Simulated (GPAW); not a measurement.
# Ti K ELNES/XANES of TiPd3 (Pm-3m) from DFT

What does one-electron theory with a core hole give for the Ti K edge of TiPd3 (Pm-3m)?

Main program and level: GPAW 26.7.0; X-ray absorption from dipole matrix elements to empty bands, plane-wave PAW LDA.

This is a report of a sequence of runs, with most program output left out.

## Step 1: Set-up

The structure is cubic, space group Pm-3m (No. 221). The conventional cell has a = 3.820 Å, b = 3.820 Å, c = 3.820 Å, α = 90.00°, β = 90.00°, γ = 90.00°. Nearest to Pd lie 8 Pd at 2.70 Å and 4 Ti at 2.70 Å. Nearest to Ti lie 12 Pd at 2.70 Å. Farther neighbours are not listed.

As a file:

```
Pd Ti
1.0
     3.82000    0.00000    0.00000
     0.00000    3.82000    0.00000
     0.00000    0.00000    3.82000
Pd Ti
3 1
Direct
  0.50000 0.50000 0.00000
  0.50000 0.00000 0.50000
  0.00000 0.50000 0.50000
  0.00000 0.00000 0.00000
```

## Step 2: Ground state of the crystal

The ground state comes first: it tells whether the system has a gap, which decides how the excited electron is treated.

File scf.py:

```python
import numpy as np
from ase import Atoms
from ase.parallel import parprint, paropen
from gpaw import GPAW, PW, FermiDirac, Mixer, MixerDif, setup_paths
from gpaw.test import gen
setup_paths.insert(0, '.')
gen('Ti', name='nch1s', xcname='LDA', corehole=(1, 0, 0), write_xml=True)
from gpaw.mpi import world
world.barrier()

atoms = Atoms('Pd3Ti',
    cell=[[3.82, 0, 0],
     [0, 3.82, 0],
     [0, 0, 3.82]],
    scaled_positions=[[0.5, 0.5, 0],
     [0.5, 0, 0.5],
     [0, 0.5, 0.5],
     [0, 0, 0]],
    pbc=True)
atoms.calc = calc = GPAW(legacy_gpaw=True, mode=PW(430, force_complex_dtype=True), xc='LDA', setups={3: 'nch1s'},
    kpts={'size': (7, 7, 7), 'gamma': True}, occupations=FermiDirac(0.05),
    charge=0, mixer=Mixer(0.1, 5, 50), maxiter=150,
    convergence={'density': 0.0001, 'eigenstates': 1e-6}, txt='scf.txt')
energy = atoms.get_potential_energy() + calc.get_reference_energy()
ef = calc.get_fermi_level()
out = dict(energy=energy, fermi=ef, forces=atoms.get_forces().tolist())
parprint(f'all-electron energy {energy:.4f} eV, Fermi level {ef:.4f} eV')
ev = np.array([[calc.get_eigenvalues(k, s) for k in range(len(calc.get_ibz_k_points()))] for s in range(calc.get_number_of_spins())])
out['homo'], out['lumo'], out['counts'] = ev[ev < ef].max(), ev[ev > ef].min(), sorted(set((ev < ef).sum((0, 2)).tolist()))
out['filled'] = (ev[:, 0] < ef).sum(1).tolist()
import json
with paropen('out.json', 'w') as f:
    json.dump(out, f)
```

Run with:

```bash
OMP_NUM_THREADS=1 mpirun -n 4 gpaw python scf.py
```

It took 8 s on 4 MPI ranks of AMD EPYC 7R43, shared host; peak memory 0.19 GiB.

The mesh shows no gap, so the system is treated as a metal and the core electron is put at the Fermi level (neutral cell).

## Step 3: Spectrum without a core hole, Ti atom 4

This cheap baseline ignores the attraction of the hole: it shows the absorber's empty states as they are in the ground state. The data set with a hole of occupation 0 only carries the core orbital.

The absorber has 12 Pd at 2.70 Å (cuboctahedral, site symmetry m-3m).

File xas.py:

```python
import numpy as np
from ase import Atoms
from ase.parallel import parprint, paropen
from gpaw import GPAW, PW, FermiDirac, Mixer, MixerDif, setup_paths
from gpaw.test import gen
setup_paths.insert(0, '.')
gen('Ti', name='nch1s', xcname='LDA', corehole=(1, 0, 0), write_xml=True)
from gpaw.mpi import world
world.barrier()

atoms = Atoms('Pd3Ti',
    cell=[[3.82, 0, 0],
     [0, 3.82, 0],
     [0, 0, 3.82]],
    scaled_positions=[[0.5, 0.5, 0],
     [0.5, 0, 0.5],
     [0, 0.5, 0.5],
     [0, 0, 0]],
    pbc=True)
atoms.calc = calc = GPAW(legacy_gpaw=True, mode=PW(430, force_complex_dtype=True), xc='LDA', setups={3: 'nch1s'},
    kpts={'size': (9, 9, 9), 'gamma': True}, occupations=FermiDirac(0.1),
    charge=0, mixer=Mixer(0.1, 5, 50), maxiter=150,
    convergence={'density': 0.0001, 'eigenstates': 1e-6}, txt='scf.txt')
energy = atoms.get_potential_energy() + calc.get_reference_energy()
ef = calc.get_fermi_level()
out = dict(energy=energy, fermi=ef, forces=atoms.get_forces().tolist())
parprint(f'all-electron energy {energy:.4f} eV, Fermi level {ef:.4f} eV')
ev = np.array([[calc.get_eigenvalues(k, s) for k in range(len(calc.get_ibz_k_points()))] for s in range(calc.get_number_of_spins())])
out['homo'], out['lumo'], out['counts'] = ev[ev < ef].max(), ev[ev > ef].min(), sorted(set((ev < ef).sum((0, 2)).tolist()))
out['filled'] = (ev[:, 0] < ef).sum(1).tolist()

from ase.units import Ha
from gpaw.xas import dipole_matrix_elements
nb = int(calc.get_number_of_electrons() / 2) + 56
top = nb
nscf = calc.fixed_density(kpts={'size': (7, 7, 7), 'gamma': True},
    convergence={'eigenstates': 1.0}, txt='nscf.txt')
nscf.diagonalize_full_hamiltonian(nbands=nb)
cell = atoms.cell.array
ops = [cell.T @ U.T @ np.linalg.inv(cell.T) for U in nscf.wfs.kd.symmetry.op_scc]
E = np.arange(-25, 34, 0.1)
fwhm = np.interp(E, [4, 25], [0.94, 3.5])
Y, X, zero, highest = 0, 0, 1e9, 1e9
for spin in range(nscf.get_number_of_spins()):
    wfs = nscf.wfs
    mine = wfs.bd.get_slice()  # this rank's bands
    A = dipole_matrix_elements(wfs.setups[3])
    eps = np.zeros((wfs.kd.nibzkpts, nb))
    d = np.zeros((3, A.shape[1], wfs.kd.nibzkpts, nb), complex)
    for kpt in wfs.kpt_u:
        if kpt.s == spin and 3 in kpt.P_ani:
            eps[kpt.k, mine] = kpt.eps_n * Ha
            d[:, :, kpt.k, mine] = (kpt.weight * wfs.nspins / 2) ** 0.5 * np.inner(A, kpt.P_ani[3])
    world.sum(eps)
    world.sum(d)
    T = np.einsum('amkn,bmkn->abkn', d, d.conj()).real
    T = sum(np.einsum('ai,ijkn,bj->abkn', R, T, R) for R in ops) / len(ops)
    empty = eps > ef
    zero, highest = min(zero, eps[empty].min()), min(highest, eps[:, top - 1].min())
    lines = [(eps, T, empty)] if spin == 0 else lines + [(eps, T, empty)]
for eps, T, empty in lines:
    f = np.einsum('aakn->akn', T).reshape(3, -1)
    x = eps.ravel() - zero
    w = np.interp(x, E, fwhm) / 2.35482
    g = np.exp(-0.5 * ((E[:, None] - x) / w) ** 2) / (w * (2 * np.pi) ** 0.5)
    Y = Y + (f * empty.ravel()) @ g.T
    X = X + (f * ~empty.ravel()) @ g.T
out.update(E=E.round(2).tolist(), xas=Y.tolist(), xes=X.tolist(), zero=zero, valid=highest - zero, nk=len(eps), nb=nb)
for i in range(0, len(E), 10):
    parprint(f'{E[i]:7.2f}', *(f'{v:10.3e}' for v in Y[:, i]))
import json
with paropen('out.json', 'w') as f:
    json.dump(out, f)
```

Run with:

```bash
OMP_NUM_THREADS=1 mpirun -n 4 gpaw python xas.py
```

Wall time 19 s (4 MPI ranks); peak memory 0.37 GiB; 76 s of CPU time.

The Ti K spectrum, Ti atom 4, no core hole (energy from the lowest empty level; intensity scaled to a mean of 1 over the first 20 eV):

```tsv
E (eV)	intensity
-2.00	0.00
-1.25	0.00
-0.50	0.05
0.25	0.61
1.00	0.89
1.75	0.92
2.50	0.57
3.25	0.63
4.00	0.84
4.75	0.70
5.50	0.73
6.25	0.63
7.00	0.43
7.75	0.60
8.50	0.68
9.25	0.76
10.00	0.84
10.75	0.96
11.50	1.16
12.25	1.38
13.00	1.60
13.75	1.76
14.50	1.76
15.25	1.62
16.00	1.43
16.75	1.24
17.50	1.07
18.25	0.96
19.00	0.98
19.75	1.13
20.50	1.29
21.25	1.34
22.00	1.24
22.75	1.04
23.50	0.85
24.25	0.72
25.00	0.67
25.75	0.69
26.50	0.73
27.25	0.74
28.00	0.73
28.75	0.72
29.50	0.72
30.25	0.73
31.00	0.76
31.75	0.78
```

Main maxima below 30 eV (height): 1.5 eV (0.98), 4.0 eV (0.84), 14.1 eV (1.78) and 21.1 eV (1.35). A K edge sees empty p states, which here mix into the lowest empty bands, so that weight starts at the zero.

The same matrix elements for filled bands give the Ti K emission of Ti atom 4 (ground-state approximation; energy from the lowest empty level, largest value 1):

```tsv
E (eV)	emission
-24.00	0.00
-23.25	0.00
-22.50	0.00
-21.75	0.00
-21.00	0.00
-20.25	0.00
-19.50	0.00
-18.75	0.00
-18.00	0.00
-17.25	0.00
-16.50	0.00
-15.75	0.00
-15.00	0.00
-14.25	0.00
-13.50	0.00
-12.75	0.00
-12.00	0.00
-11.25	0.00
-10.50	0.00
-9.75	0.00
-9.00	0.00
-8.25	0.01
-7.50	0.05
-6.75	0.21
-6.00	0.64
-5.25	0.92
-4.50	0.93
-3.75	0.99
-3.00	0.62
-2.25	0.31
-1.50	0.23
-0.75	0.18
0.00	0.06
0.75	0.00
1.50	0.00
2.25	0.00
3.00	0.00
```

Emission maxima: -3.8 eV (1.00).

## Step 4: Reference energy of the supercell

The photon energy needs a difference of total energies, so the cell and mesh of the coming hole run are first run without a hole.

Changes to scf.py since step 2:

```diff
@@ -10,13 +10,17 @@
 
-atoms = Atoms('Pd3Ti',
-    cell=[[3.82, 0, 0],
-     [0, 3.82, 0],
-     [0, 0, 3.82]],
-    scaled_positions=[[0.5, 0.5, 0],
-     [0.5, 0, 0.5],
-     [0, 0.5, 0.5],
-     [0, 0, 0]],
+atoms = Atoms('Pd6Ti2',
+    cell=[[3.82, 0, 3.82],
+     [0, 3.82, 3.82],
+     [-3.82, 0, 3.82]],
+    scaled_positions=[[0, 0.5, 0.5],
+     [0.5, 0.5, 0],
+     [0.5, 0, 0],
+     [0, 0, 0.5],
+     [0, 0.5, 0],
+     [0.5, 0.5, 0.5],
+     [0, 0, 0],
+     [0.5, 0, 0.5]],
     pbc=True)
-atoms.calc = calc = GPAW(legacy_gpaw=True, mode=PW(430, force_complex_dtype=True), xc='LDA', setups={3: 'nch1s'},
-    kpts={'size': (7, 7, 7), 'gamma': True}, occupations=FermiDirac(0.05),
+atoms.calc = calc = GPAW(legacy_gpaw=True, mode=PW(430, force_complex_dtype=True), xc='LDA', setups={6: 'nch1s'},
+    kpts={'size': (7, 7, 7), 'gamma': True}, occupations=FermiDirac(0.1),
     charge=0, mixer=Mixer(0.1, 5, 50), maxiter=150,
```

Run with:

```bash
OMP_NUM_THREADS=1 mpirun -n 4 gpaw python scf.py
```

Elapsed: 26 s, on 4 MPI ranks; peak memory 0.26 GiB.

Reference energy: -868988.017 eV with the cores included.

## Step 5: Spectrum with XCH, Ti atom 4

The holes are 5.4 Å apart. In GPAW the data set carries the hole's charge, so charge=0 means a charged cell and charge=-1 a neutral one. The excited electron is kept in the cell, where it fills the lowest empty states and screens the hole. After the field has converged, empty bands are computed with the density fixed and the dipole matrix elements are summed.

Changes to xas.py since step 3:

```diff
@@ -6,3 +6,3 @@
 setup_paths.insert(0, '.')
-gen('Ti', name='nch1s', xcname='LDA', corehole=(1, 0, 0), write_xml=True)
+gen('Ti', name='fch1s', xcname='LDA', corehole=(1, 0, 1), write_xml=True)
 from gpaw.mpi import world
@@ -10,14 +10,18 @@
 
-atoms = Atoms('Pd3Ti',
-    cell=[[3.82, 0, 0],
-     [0, 3.82, 0],
-     [0, 0, 3.82]],
-    scaled_positions=[[0.5, 0.5, 0],
-     [0.5, 0, 0.5],
-     [0, 0.5, 0.5],
-     [0, 0, 0]],
+atoms = Atoms('Pd6Ti2',
+    cell=[[3.82, 0, 3.82],
+     [0, 3.82, 3.82],
+     [-3.82, 0, 3.82]],
+    scaled_positions=[[0, 0.5, 0.5],
+     [0.5, 0.5, 0],
+     [0.5, 0, 0],
+     [0, 0, 0.5],
+     [0, 0.5, 0],
+     [0.5, 0.5, 0.5],
+     [0, 0, 0],
+     [0.5, 0, 0.5]],
     pbc=True)
-atoms.calc = calc = GPAW(legacy_gpaw=True, mode=PW(430, force_complex_dtype=True), xc='LDA', setups={3: 'nch1s'},
-    kpts={'size': (9, 9, 9), 'gamma': True}, occupations=FermiDirac(0.1),
-    charge=0, mixer=Mixer(0.1, 5, 50), maxiter=150,
+atoms.calc = calc = GPAW(legacy_gpaw=True, mode=PW(430, force_complex_dtype=True), xc='LDA', setups={6: 'fch1s'},
+    kpts={'size': (7, 7, 7), 'gamma': True}, occupations=FermiDirac(0.1),
+    charge=-1, mixer=Mixer(0.1, 5, 50), maxiter=150,
     convergence={'density': 0.0001, 'eigenstates': 1e-6}, txt='scf.txt')
@@ -33,10 +37,9 @@
 from gpaw.xas import dipole_matrix_elements
-nb = int(calc.get_number_of_electrons() / 2) + 56
-top = nb
-nscf = calc.fixed_density(kpts={'size': (7, 7, 7), 'gamma': True},
-    convergence={'eigenstates': 1.0}, txt='nscf.txt')
-nscf.diagonalize_full_hamiltonian(nbands=nb)
+nb = int(calc.get_number_of_electrons() / 2) + 109
+top, nb = nb, nb + 8 + nb // 12
+nscf = calc.fixed_density(kpts={'size': (7, 7, 7), 'gamma': True}, nbands=nb,
+    convergence={'bands': top, 'eigenstates': 5e-3}, maxiter=60, txt='nscf.txt')
 cell = atoms.cell.array
 ops = [cell.T @ U.T @ np.linalg.inv(cell.T) for U in nscf.wfs.kd.symmetry.op_scc]
-E = np.arange(-25, 34, 0.1)
+E = np.arange(-6, 34, 0.1)
 fwhm = np.interp(E, [4, 25], [0.94, 3.5])
@@ -46,3 +49,3 @@
     mine = wfs.bd.get_slice()  # this rank's bands
-    A = dipole_matrix_elements(wfs.setups[3])
+    A = dipole_matrix_elements(wfs.setups[6])
     eps = np.zeros((wfs.kd.nibzkpts, nb))
@@ -50,5 +53,5 @@
     for kpt in wfs.kpt_u:
-        if kpt.s == spin and 3 in kpt.P_ani:
+        if kpt.s == spin and 6 in kpt.P_ani:
             eps[kpt.k, mine] = kpt.eps_n * Ha
-            d[:, :, kpt.k, mine] = (kpt.weight * wfs.nspins / 2) ** 0.5 * np.inner(A, kpt.P_ani[3])
+            d[:, :, kpt.k, mine] = (kpt.weight * wfs.nspins / 2) ** 0.5 * np.inner(A, kpt.P_ani[6])
     world.sum(eps)
```

Run with:

```bash
OMP_NUM_THREADS=1 mpirun -n 4 gpaw python xas.py
```

Run time: 57 s. Hardware: 4 MPI ranks; peak memory 0.36 GiB.

The Ti K spectrum, Ti atom 4, excited-electron core hole (neutral cell) (energy from the lowest empty level; intensity scaled to a mean of 1 over the first 20 eV):

```tsv
E (eV)	intensity
-2.0	0.00
-1.0	0.00
0.0	0.40
1.0	0.73
2.0	0.63
3.0	0.62
4.0	0.83
5.0	0.78
6.0	0.64
7.0	0.47
8.0	0.62
9.0	0.74
10.0	0.88
11.0	1.10
12.0	1.40
13.0	1.68
14.0	1.79
15.0	1.69
16.0	1.44
17.0	1.14
18.0	0.96
19.0	0.99
20.0	1.17
21.0	1.29
22.0	1.18
23.0	0.93
24.0	0.73
25.0	0.68
26.0	0.71
27.0	0.73
28.0	0.73
29.0	0.72
30.0	0.72
31.0	0.75
32.0	0.77
```

Main maxima below 30 eV (height): 1.3 eV (0.73), 4.5 eV (0.88), 14.0 eV (1.79) and 21.1 eV (1.29). A K edge sees empty p states. The weak features of the first eV are p character mixed into the empty d bands; the main 4p edge lies above them.

The total-energy difference is 4970.72 eV. One term is added: -22.68 eV, since the hole is spin-paired here and a spin-polarised one costs that much less in the free atom (computed apart). The photon energy is then 4948.04 eV. The tabulated edge of the element is 4966 eV. The functional leaves an error in such absolute values: in the free atom LDA prices this hole 13.2 eV below PBE (computed apart), and PBE is itself good to a few eV.

## Step 6: Spectrum with FCH, Ti atom 4

The holes are 5.4 Å apart. In GPAW the data set carries the hole's charge, so charge=0 means a charged cell and charge=-1 a neutral one. The excited electron is left out and a uniform background balances the charge. After the field has converged, empty bands are computed with the density fixed and the dipole matrix elements are summed.

Changed against the first core-hole run: core hole to FCH.

Changes to xas.py since step 5:

```diff
@@ -25,3 +25,3 @@
     kpts={'size': (7, 7, 7), 'gamma': True}, occupations=FermiDirac(0.1),
-    charge=-1, mixer=Mixer(0.1, 5, 50), maxiter=150,
+    charge=0, mixer=Mixer(0.1, 5, 50), maxiter=150,
     convergence={'density': 0.0001, 'eigenstates': 1e-6}, txt='scf.txt')
```

The job ended after 57 s (4 MPI ranks; peak memory 0.36 GiB).

```tsv
E (eV)	first run	this run
-2.0	0.00	0.00
-1.0	0.00	0.00
0.0	0.40	0.33
1.0	0.73	0.67
2.0	0.63	0.69
3.0	0.62	0.63
4.0	0.83	0.81
5.0	0.78	0.88
6.0	0.64	0.67
7.0	0.47	0.52
8.0	0.62	0.56
9.0	0.74	0.70
10.0	0.88	0.84
11.0	1.10	1.02
12.0	1.40	1.31
13.0	1.68	1.60
14.0	1.79	1.80
15.0	1.69	1.77
16.0	1.44	1.57
17.0	1.14	1.26
18.0	0.96	1.01
19.0	0.99	0.95
20.0	1.17	1.09
21.0	1.29	1.26
22.0	1.18	1.25
23.0	0.93	1.04
24.0	0.73	0.80
25.0	0.68	0.69
26.0	0.71	0.70
27.0	0.73	0.73
28.0	0.73	0.74
29.0	0.72	0.72
30.0	0.72	0.72
31.0	0.75	0.74
32.0	0.77	0.77
```

The scaled spectrum changes by 6 % r.m.s. The highest intensity below 24 eV goes from 14.0 eV (1.79) to 14.4 eV (1.81).

The photon energy of the zero moves by -0.15 eV.

## Step 7: Reference energy of the cell

The cell changes for the next run, so it gets a reference energy of its own.

Changes to scf.py since step 4:

```diff
@@ -10,16 +10,12 @@
 
-atoms = Atoms('Pd6Ti2',
-    cell=[[3.82, 0, 3.82],
-     [0, 3.82, 3.82],
-     [-3.82, 0, 3.82]],
-    scaled_positions=[[0, 0.5, 0.5],
-     [0.5, 0.5, 0],
-     [0.5, 0, 0],
-     [0, 0, 0.5],
-     [0, 0.5, 0],
-     [0.5, 0.5, 0.5],
-     [0, 0, 0],
-     [0.5, 0, 0.5]],
+atoms = Atoms('Pd3Ti',
+    cell=[[3.82, 0, 0],
+     [0, 3.82, 0],
+     [0, 0, 3.82]],
+    scaled_positions=[[0.5, 0.5, 0],
+     [0.5, 0, 0.5],
+     [0, 0.5, 0.5],
+     [0, 0, 0]],
     pbc=True)
-atoms.calc = calc = GPAW(legacy_gpaw=True, mode=PW(430, force_complex_dtype=True), xc='LDA', setups={6: 'nch1s'},
+atoms.calc = calc = GPAW(legacy_gpaw=True, mode=PW(430, force_complex_dtype=True), xc='LDA', setups={3: 'nch1s'},
     kpts={'size': (7, 7, 7), 'gamma': True}, occupations=FermiDirac(0.1),
```

Run with:

```bash
OMP_NUM_THREADS=1 mpirun -n 4 gpaw python scf.py
```

It took 7.7 s on 4 MPI ranks; peak memory 0.19 GiB.

## Step 8: Spectrum with XCH, Ti atom 4

A smaller cell brings the holes closer; here they are 3.8 Å apart.

Changed against the first core-hole run: supercell atoms from 8 to 4.

Changes to xas.py since step 6:

```diff
@@ -10,18 +10,14 @@
 
-atoms = Atoms('Pd6Ti2',
-    cell=[[3.82, 0, 3.82],
-     [0, 3.82, 3.82],
-     [-3.82, 0, 3.82]],
-    scaled_positions=[[0, 0.5, 0.5],
-     [0.5, 0.5, 0],
-     [0.5, 0, 0],
-     [0, 0, 0.5],
-     [0, 0.5, 0],
-     [0.5, 0.5, 0.5],
-     [0, 0, 0],
-     [0.5, 0, 0.5]],
+atoms = Atoms('Pd3Ti',
+    cell=[[3.82, 0, 0],
+     [0, 3.82, 0],
+     [0, 0, 3.82]],
+    scaled_positions=[[0.5, 0.5, 0],
+     [0.5, 0, 0.5],
+     [0, 0.5, 0.5],
+     [0, 0, 0]],
     pbc=True)
-atoms.calc = calc = GPAW(legacy_gpaw=True, mode=PW(430, force_complex_dtype=True), xc='LDA', setups={6: 'fch1s'},
+atoms.calc = calc = GPAW(legacy_gpaw=True, mode=PW(430, force_complex_dtype=True), xc='LDA', setups={3: 'fch1s'},
     kpts={'size': (7, 7, 7), 'gamma': True}, occupations=FermiDirac(0.1),
-    charge=0, mixer=Mixer(0.1, 5, 50), maxiter=150,
+    charge=-1, mixer=Mixer(0.1, 5, 50), maxiter=150,
     convergence={'density': 0.0001, 'eigenstates': 1e-6}, txt='scf.txt')
@@ -37,6 +33,7 @@
 from gpaw.xas import dipole_matrix_elements
-nb = int(calc.get_number_of_electrons() / 2) + 109
-top, nb = nb, nb + 8 + nb // 12
-nscf = calc.fixed_density(kpts={'size': (7, 7, 7), 'gamma': True}, nbands=nb,
-    convergence={'bands': top, 'eigenstates': 5e-3}, maxiter=60, txt='nscf.txt')
+nb = int(calc.get_number_of_electrons() / 2) + 56
+top = nb
+nscf = calc.fixed_density(kpts={'size': (7, 7, 7), 'gamma': True},
+    convergence={'eigenstates': 1.0}, txt='nscf.txt')
+nscf.diagonalize_full_hamiltonian(nbands=nb)
 cell = atoms.cell.array
@@ -49,3 +46,3 @@
     mine = wfs.bd.get_slice()  # this rank's bands
-    A = dipole_matrix_elements(wfs.setups[6])
+    A = dipole_matrix_elements(wfs.setups[3])
     eps = np.zeros((wfs.kd.nibzkpts, nb))
@@ -53,5 +50,5 @@
     for kpt in wfs.kpt_u:
-        if kpt.s == spin and 6 in kpt.P_ani:
+        if kpt.s == spin and 3 in kpt.P_ani:
             eps[kpt.k, mine] = kpt.eps_n * Ha
-            d[:, :, kpt.k, mine] = (kpt.weight * wfs.nspins / 2) ** 0.5 * np.inner(A, kpt.P_ani[6])
+            d[:, :, kpt.k, mine] = (kpt.weight * wfs.nspins / 2) ** 0.5 * np.inner(A, kpt.P_ani[3])
     world.sum(eps)
```

Run with:

```bash
OMP_NUM_THREADS=1 mpirun -n 4 gpaw python xas.py
```

Elapsed: 18 s, on 4 MPI ranks; peak memory 0.37 GiB; 71 s of CPU time.

These settings depart from the first run's and aren't meant as converged.

The scaled spectrum changes by 5 % r.m.s. The highest intensity below 24 eV stays at 14.0 eV.

```tsv
E (eV)	first run	this run
-2.0	0.00	0.00
-0.5	0.08	0.07
1.0	0.73	0.70
2.5	0.59	0.61
4.0	0.83	0.84
5.5	0.68	0.73
7.0	0.47	0.42
8.5	0.67	0.69
10.0	0.88	0.86
11.5	1.25	1.23
13.0	1.68	1.70
14.5	1.76	1.78
16.0	1.44	1.39
17.5	1.03	1.02
19.0	0.99	0.99
20.5	1.25	1.28
22.0	1.18	1.21
23.5	0.82	0.87
25.0	0.68	0.71
26.5	0.72	0.73
28.0	0.73	0.73
29.5	0.72	0.71
31.0	0.75	0.76
```

(Part 1 of 2 ends here.)

[Logs are printed without paths, hosts, clocks, repeated set-up lines and the standing remarks that a program may print on its own settings, such as how far it seeks lower states.]

[Hosts, paths, dates, database ids (printed as entryN), source tags and the programs' standing remarks are cut or masked in the printed files.]

[Lists of maxima count a maximum above −3 eV only where it reaches 4 % of the highest in the window and stands out from its surroundings by 2 % of it (1.5 % where it reaches 55 %); shoulders and weaker maxima are passed over, and of the rest the first, up to two pre-edge ones and the few strongest are named.]
